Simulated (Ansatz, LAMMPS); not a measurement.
# Structural relaxation of amorphous polyacrylonitrile (as short chains C14N4H18), from a frame at 440 K (108 atoms), part 2 of 2

Wanted: the relaxed structure of amorphous polyacrylonitrile (as short chains C14N4H18), from a frame at 440 K (108 atoms) and its electronic structure.

Ansatz 0.2.0; Kohn-Sham DFT, RPBE+D3(BJ), PAW (set soft_2), plane waves.

The cell: 42 C, 12 N and 54 H. The network of contacts between molecules at the start is that of the classical potential that made the cell. The density was typed from a rule of thumb and may lie off the real one at this temperature. Sampling is at Γ alone, for a cell whose shortest periodic width is 11 Å.

So far. Step 4 (Relaxation): The relaxation changed the energy by -57.4 meV/atom, and atoms moved by 0.88 Å r.m.s., 1.8 Å at most.

## 6. Single point at the relaxed geometry

One more single point at the end of the walk gives the fuller output and checks the residual forces.

input.yaml reads:

```yaml
crystal:
  lattice:
    - [10.57077, 0.0, 0.0]
    - [0.0, 10.57077, 0.0]
    - [0.0, 0.0, 10.57077]
  atoms:
    - { symbol: C, position: [0.30675, 0.03074, 0.89858] }
    - { symbol: C, position: [0.19471, 0.08432, 0.97186] }
    - { symbol: C, position: [0.17291, 0.01488, 0.09839] }
    - { symbol: C, position: [0.2844, 0.03003, 0.17898] }
    - { symbol: "N", position: [0.37457, 0.04375, 0.24089] }
    - { symbol: C, position: [0.05407, 0.05993, 0.17047] }
    - { symbol: C, position: [0.93314, 0.02581, 0.09632] }
    - { symbol: C, position: [0.82247, 0.09105, 0.14771] }
    - { symbol: "N", position: [0.73218, 0.13748, 0.19054] }
    - { symbol: C, position: [0.9036, 0.88219, 0.09341] }
    - { symbol: C, position: [0.8345, 0.84628, 0.96976] }
    - { symbol: C, position: [0.92824, 0.82258, 0.87054] }
    - { symbol: "N", position: [0.00528, 0.80147, 0.7946] }
    - { symbol: C, position: [0.74461, 0.73326, 0.98585] }
    - { symbol: C, position: [0.66671, 0.70714, 0.86384] }
    - { symbol: C, position: [0.53334, 0.6918, 0.89681] }
    - { symbol: "N", position: [0.42744, 0.68131, 0.92583] }
    - { symbol: C, position: [0.71484, 0.5932, 0.78699] }
    - { symbol: H, position: [0.29101, 0.93039, 0.877] }
    - { symbol: H, position: [0.31907, 0.08211, 0.80952] }
    - { symbol: H, position: [0.39486, 0.03765, 0.95328] }
    - { symbol: H, position: [0.20755, 0.18539, 0.99154] }
    - { symbol: H, position: [0.10927, 0.07517, 0.91381] }
    - { symbol: H, position: [0.16554, 0.91269, 0.08013] }
    - { symbol: H, position: [0.05136, 0.01499, 0.26371] }
    - { symbol: H, position: [0.05997, 0.16263, 0.18363] }
    - { symbol: H, position: [0.94273, 0.06034, 0.99883] }
    - { symbol: H, position: [0.99052, 0.82722, 0.10443] }
    - { symbol: H, position: [0.84335, 0.85761, 0.17413] }
    - { symbol: H, position: [0.77854, 0.92804, 0.9381] }
    - { symbol: H, position: [0.68106, 0.75759, 0.06415] }
    - { symbol: H, position: [0.79654, 0.64799, 0.01312] }
    - { symbol: H, position: [0.67071, 0.7917, 0.80329] }
    - { symbol: H, position: [0.8129, 0.61069, 0.75892] }
    - { symbol: H, position: [0.65844, 0.58076, 0.70101] }
    - { symbol: H, position: [0.71081, 0.50694, 0.84426] }
    - { symbol: C, position: [0.5241, 0.97334, 0.66565] }
    - { symbol: C, position: [0.4409, 0.99057, 0.54897] }
    - { symbol: C, position: [0.38192, 0.86585, 0.49979] }
    - { symbol: C, position: [0.48022, 0.76949, 0.48654] }
    - { symbol: "N", position: [0.55947, 0.69321, 0.47843] }
    - { symbol: C, position: [0.27181, 0.82013, 0.5839] }
    - { symbol: C, position: [0.19341, 0.70839, 0.53093] }
    - { symbol: C, position: [0.15417, 0.73889, 0.40169] }
    - { symbol: "N", position: [0.13019, 0.76654, 0.29779] }
    - { symbol: C, position: [0.25943, 0.57742, 0.52903] }
    - { symbol: C, position: [0.31831, 0.54157, 0.65762] }
    - { symbol: C, position: [0.39893, 0.42942, 0.64452] }
    - { symbol: "N", position: [0.46766, 0.34358, 0.63655] }
    - { symbol: C, position: [0.22374, 0.52722, 0.76775] }
    - { symbol: C, position: [0.10724, 0.44379, 0.74301] }
    - { symbol: C, position: [0.13986, 0.31792, 0.69474] }
    - { symbol: "N", position: [0.16081, 0.21676, 0.65614] }
    - { symbol: C, position: [0.02801, 0.43135, 0.86466] }
    - { symbol: H, position: [0.54972, 0.06528, 0.70582] }
    - { symbol: H, position: [0.6115, 0.9231, 0.6411] }
    - { symbol: H, position: [0.47557, 0.91968, 0.7398] }
    - { symbol: H, position: [0.49524, 0.03274, 0.47134] }
    - { symbol: H, position: [0.36238, 0.05547, 0.56881] }
    - { symbol: H, position: [0.34515, 0.88402, 0.40425] }
    - { symbol: H, position: [0.20769, 0.90079, 0.59567] }
    - { symbol: H, position: [0.30535, 0.79579, 0.67879] }
    - { symbol: H, position: [0.10683, 0.70238, 0.58797] }
    - { symbol: H, position: [0.33408, 0.57774, 0.45758] }
    - { symbol: H, position: [0.19044, 0.50585, 0.4996] }
    - { symbol: H, position: [0.38449, 0.61673, 0.68543] }
    - { symbol: H, position: [0.18837, 0.62141, 0.7927] }
    - { symbol: H, position: [0.27433, 0.49204, 0.85094] }
    - { symbol: H, position: [0.04898, 0.48868, 0.66932] }
    - { symbol: H, position: [0.94309, 0.37415, 0.84959] }
    - { symbol: H, position: [0.0836, 0.38829, 0.94074] }
    - { symbol: H, position: [0.99913, 0.52578, 0.8959] }
    - { symbol: C, position: [0.85227, 0.9516, 0.48293] }
    - { symbol: C, position: [0.88617, 0.09201, 0.48515] }
    - { symbol: C, position: [0.79415, 0.17134, 0.56603] }
    - { symbol: C, position: [0.80037, 0.13157, 0.6984] }
    - { symbol: "N", position: [0.81039, 0.10583, 0.80501] }
    - { symbol: C, position: [0.82465, 0.31409, 0.566] }
    [... 24 atom lines left out ...]
    - { symbol: H, position: [0.46223, 0.50336, 0.31431] }
    - { symbol: H, position: [0.50382, 0.55221, 0.16057] }
    - { symbol: H, position: [0.49257, 0.27068, 0.23179] }
    - { symbol: H, position: [0.47224, 0.4101, 0.97753] }
    - { symbol: H, position: [0.6013, 0.31394, 0.02911] }
    - { symbol: H, position: [0.45187, 0.24422, 0.99965] }
kpoints:
  mp_grid: { grid: [1, 1, 1] }
hamiltonian:
  xc: rpbe
  dispersion: d3bj
scf:
  occupations: { method: fixed }
output:
  forces: true
  stress: true
  populations: intrinsic
  dos:
    method: { smearing: { sigma: 0.15 } }
    de: 0.1
    projected: { site_lists: { C: [C], H: [H], "N": ["N"] } }
  eigenvalues: true
  write_density: true
  write_potential: true
  volumetric_format: npy
```

The run is started by

```
$ ansatz run input.yaml --threads 4 --pin off --max-ram 8192MiB --backend cpu --events-out ev --progress --plain --runs-dir out
```

It took 11 s on 4 threads of Arm Neoverse V2, shared host; peak memory 1.2 GiB; 42 s of CPU time.

The program notes that the exchange-correlation potential is rough where the density is thin.

Numbers from this run:

```yaml
free_energy: -16105.2869 eV
free_energy_per_atom: -149.1230 eV/atom
scf_cycles: 10
pressure: -0.03736 GPa
r_m_s_force_component: 0.01019 eV/Å
longest_force: 0.05312 eV/Å
fermi_energy: -2.251 eV
spacing_of_highest_filled_and_lowest_empty_level: 6.3 eV
```

Intrinsic-atomic-orbital charges by element and coordination:

| element | coordination | atoms | mean charge (e) | spread | least | most |
| --- | --- | --- | --- | --- | --- | --- |
| C | all | 42 | -0.163 | 0.227 | -0.511 | 0.175 |
| C | 2 | 12 | 0.158 | 0.0104 | 0.138 | 0.175 |
| C | 4 | 30 | -0.291 | 0.120 | -0.511 | -0.167 |
| H | all | 54 | 0.188 | 0.0153 | 0.158 | 0.224 |
| N | all | 12 | -0.275 | 0.0094 | -0.292 | -0.262 |

Density of states as counts of states in windows of 1 eV (from the Fermi level), total and the larger projections:

| from (eV) | to (eV) | total | C p | N p | H s | C s |
| --- | --- | --- | --- | --- | --- | --- |
| -14 | -13 | 7.8 | 2.0 | 0.1 | 1.0 | 4.1 |
| -13 | -12 | 9.5 | 2.8 | 0.0 | 1.2 | 5.0 |
| -12 | -11 | 2.1 | 0.6 | 0.0 | 0.3 | 1.1 |
| -11 | -10 | 6.9 | 1.7 | 0.0 | 1.5 | 3.6 |
| -10 | -9 | 10.6 | 3.5 | 0.0 | 2.3 | 4.5 |
| -9 | -8 | 12.0 | 5.1 | 0.0 | 2.3 | 4.2 |
| -8 | -7 | 6.1 | 2.5 | 0.0 | 1.5 | 2.0 |
| -7 | -6 | 5.9 | 4.0 | 0.0 | 1.0 | 0.6 |
| -6 | -5 | 16.0 | 11.1 | 0.2 | 2.9 | 1.3 |
| -5 | -4 | 14.0 | 10.5 | 0.3 | 2.1 | 0.8 |
| -4 | -3 | 24.3 | 17.1 | 0.9 | 4.4 | 1.2 |
| -3 | -2 | 32.0 | 18.6 | 3.6 | 7.5 | 1.0 |
| -2 | -1 | 53.2 | 22.9 | 16.6 | 7.9 | 0.5 |
| -1 | 0 | 51.2 | 24.0 | 19.5 | 6.0 | 0.3 |
| 0 | 1 | 1.4 | 0.6 | 0.5 | 0.2 | 0.0 |
| 1 | 5 | 0.0 | 0.0 | 0.0 | 0.0 | 0.0 |

With fixed occupations the program's Fermi level is the highest filled level; weight inside the gap is the broadening of levels at its edges.

Between -16 and -14 eV lie 29 more states.

The levels nearest the highest filled one (over half full), pooled over k-points and spins:

| level less the highest filled one (eV) | occupation |
| --- | --- |
| -0.222 | 2 |
| -0.192 | 2 |
| -0.140 | 2 |
| -0.0879 | 2 |
| -0.07 | 2 |
| 0 | 2 |
| 6.30 | 0 |
| 6.36 | 0 |
| 6.45 | 0 |
| 6.50 | 0 |
| 6.61 | 0 |
| 6.62 | 0 |

Valence density in the ab plane at fractional z = 0.175, with atoms of C and N and H within 0.2 Å of it. It is the smooth field of the valence electrons, not physical close to the nuclei.

Ten even steps from '_' (0.0 e/Å³) to '@' (3.6 e/Å³), each cell a mean:
```
____________....::::....____________________________________
____________________________________________________..______
________________________________________________..--::..____
________________________________________________..--::..____
____________________________________________________________
____________________________________________________________
____________________________________________________________
____________________________________________________________
____________________________________________________________
______________________________..____________________________
____________________________::==::__________________________
____________________________::==--..____....::....__________
__________________________..::--::..__..::--====--..________
__________..::::............::::..______..--==++--..________
________..++####**====----====--..________..::::..__________
________..**%%%%##++==========--..__________________________
__________::------::::::::----::..__________________________
__________________________......____________________________
__________________________________________....______________
__::::..________________________________::++++--::..________
..====..________________________________--%%@@%%++--..______
::====::..____....::::..________________..==####**==::..__..
--====--....::--==++==--..________________..::::----::....::
::----::....::====++==::..________________________..........
```
Columns run along a (10.6 Å), rows up along b (10.6 Å). Atoms in or near the plane, at fractional coordinates: C at (0.28, 0.03), C at (0.05, 0.06), N at (0.73, 0.14), H at (0.06, 0.16), H at (0.84, 0.86), C at (0.75, 0.45), C at (0.46, 0.35), C at (0.32, 0.36), N at (0.21, 0.36), H at (0.50, 0.55).

Electrostatic potential energy in the ab plane at fractional z = 0.175, with atoms of C and N and H within 0.2 Å of it. With pseudopotentials it is smooth inside the atoms' cores, unlike the true potential.

Values in eV, 13 rows by 16 columns, each cell a mean:
```
  2   2   1   0  -8  -1   5   6   6   6   5   5   4   2   0   1
  4   5   5   5   5   5   6   6   6   5   5   4   2 -23  -6   1
  4   6   6   6   6   6   6   5   5   5   4   4   3  -2   2   3
  6   6   6   6   6   6   5   5   5   5   4   4   4   5   5   5
  6   6   6   6   6   6   5   4   4   4   4   4   5   5   5   6
  6   6   6   6   6   5   4  -5 -16   2   3   2   3   5   6   6
  6   6   6   6   5   4   3  -5 -18  -2  -1 -23 -26   1   5   6
  6   6   1 -21 -14 -21  -8 -21 -10   1   0 -26 -31  -1   5   6
  6   6  -4 -39 -33 -43 -22 -46 -17   3   4   3   3   5   6   6
  5   5   5   3   2   0   1  -3   0   4   5   5   5   6   5   5
 -8 -14   4   5   5   5   5   5   5   6   4 -21 -16   0   3   4
-24 -26   0   0  -9  -3   2   6   6   6   2 -31 -40 -41  -6   0
-30 -31  -5 -12 -49 -29  -4   5   6   6   6   4  -4 -14  -4  -4
```
Columns run along a (10.6 Å; values clipped at the 3rd and 97th percentile), rows up along b (10.6 Å). Atoms in or near the plane, at fractional coordinates: C at (0.28, 0.03), C at (0.05, 0.06), N at (0.73, 0.14), H at (0.06, 0.16), H at (0.84, 0.86), C at (0.75, 0.45), C at (0.46, 0.35), C at (0.32, 0.36), N at (0.21, 0.36), H at (0.50, 0.55).

Mean intrinsic-atomic-orbital charges: C -0.16, H +0.19, N -0.27 e.

Local excerpt of 13 atoms (numbers count through the whole input) about N49, one of the 12 N atoms; x, y, z are measured from there.

| atom | x | y | z | distance (Å) | bonds | intrinsic-atomic-orbital charge (e) |
| --- | --- | --- | --- | --- | --- | --- |
| N49 | 0.00 | 0.00 | 0.00 | 0.00 | 1 | -0.27 |
| C48 | -0.73 | 0.91 | 0.08 | 1.17 | 2 | 0.16 |
| H101 | 1.53 | 0.71 | -1.85 | 2.50 | 1 | 0.19 |
| C47 | -1.58 | 2.09 | 0.22 | 2.63 | 4 | -0.17 |
| H66 | -0.88 | 2.89 | 0.52 | 3.06 | 1 | 0.21 |
| H98 | 3.11 | 0.20 | -0.04 | 3.11 | 1 | 0.18 |
| H55 | 0.87 | -2.94 | 0.73 | 3.15 | 1 | 0.19 |
| H35 | 2.02 | 2.51 | 0.68 | 3.29 | 1 | 0.19 |
| H96 | 2.42 | -1.98 | -1.09 | 3.31 | 1 | 0.20 |
| H59 | -1.11 | -3.05 | -0.72 | 3.32 | 1 | 0.19 |
| H64 | -1.41 | 2.48 | -1.89 | 3.42 | 1 | 0.18 |
| H68 | -2.04 | 1.57 | 2.27 | 3.43 | 1 | 0.19 |
| C82 | 2.21 | 0.40 | -2.65 | 3.47 | 4 | -0.30 |

The column of bonds counts only the pairs H-C within 1.34 Å, C-C within 1.85 Å, C-N within 1.62 Å; other neighbours, such as metal atoms beside each other in a compound, aren't counted, and periodic images can show an atom twice.

## 7. Changed: scf.convergence.dr2_threshold = 1e-05

Changed here: scf.convergence.dr2_threshold = 1e-05.

input.yaml reads:

```yaml
crystal:
  lattice:
    - [10.57077, 0.0, 0.0]
    - [0.0, 10.57077, 0.0]
    - [0.0, 0.0, 10.57077]
  atoms:
    [... the 108 atom lines of step 3 ...]
kpoints:
  mp_grid: { grid: [1, 1, 1] }
hamiltonian:
  xc: rpbe
  dispersion: d3bj
scf:
  occupations: { method: fixed }
  convergence: { dr2_threshold: 1.0e-05 }
output:
  forces: true
  stress: true
  populations: true
  dos:
    method: { smearing: { sigma: 0.1 } }
    de: 0.1
    projected: { site_lists: { C: [C], H: [H], "N": ["N"] } }
  eigenvalues: true
```

Elapsed: 11 s, on 4 threads; peak memory 1.2 GiB.

The program notes that the SCF threshold is loose for forces and the SCF threshold is loose for the stress.

Forces differ from those of the single point at the start by 0.033 meV/Å r.m.s., 0.0031 % of their size. It took 0.97 times the reference's time (shared host, so rough).

## 8. What came out

```
energy change in the relaxation                  : -57.41 meV/atom
r.m.s. displacement                              : 0.875 Å
largest displacement                             : 1.813 Å
free energy per atom                             : -149.1230 eV/atom
pressure                                         : -0.03736 GPa
r.m.s. force component                           : 0.01019 eV/Å
gap (highest filled to lowest empty level) : 6.3 eV
wall time of the 4 DFT runs                      : 2.3 min
```

Relaxation lowers the energy by 57.4 meV/atom and moves atoms by 0.88 Å r.m.s.; the r.m.s. force component goes from 1.1 to 0.010 eV/Å, the pressure goes from 1.6 to -0.037 GPa, and the gap from 5.93 to 6.30 eV. By the final cutoffs no bond was broken or made. First to last step the energy falls by 6.200 eV; the largest move, 1.81 Å, is that of H104. The C-N bonds change most in mean length: from 1.159 Å (spread 0.016) to 1.165 Å (spread 0.001). By these cutoffs 71 % of C atoms have 4, all H atoms have 1 and all N atoms have 1 bonded neighbour. The highest filled and lowest empty levels differ by 6.30 eV (at Γ alone); a semilocal functional tends to put such gaps too low. In a disordered cell it changes from sample to sample, and tail or defect levels can set it.

What to keep in mind: The network of contacts between molecules at the start is that of the classical potential that made the cell; in DFT atoms moved by 0.88 Å r.m.s.

[Logs are printed without paths, hosts, clocks, repeated set-up lines and the standing remarks that a program may print on its own settings, such as how far it seeks lower states.]

[Hosts, paths, dates, database ids (printed as entryN), source tags and the programs' standing remarks are cut or masked in the printed files.]
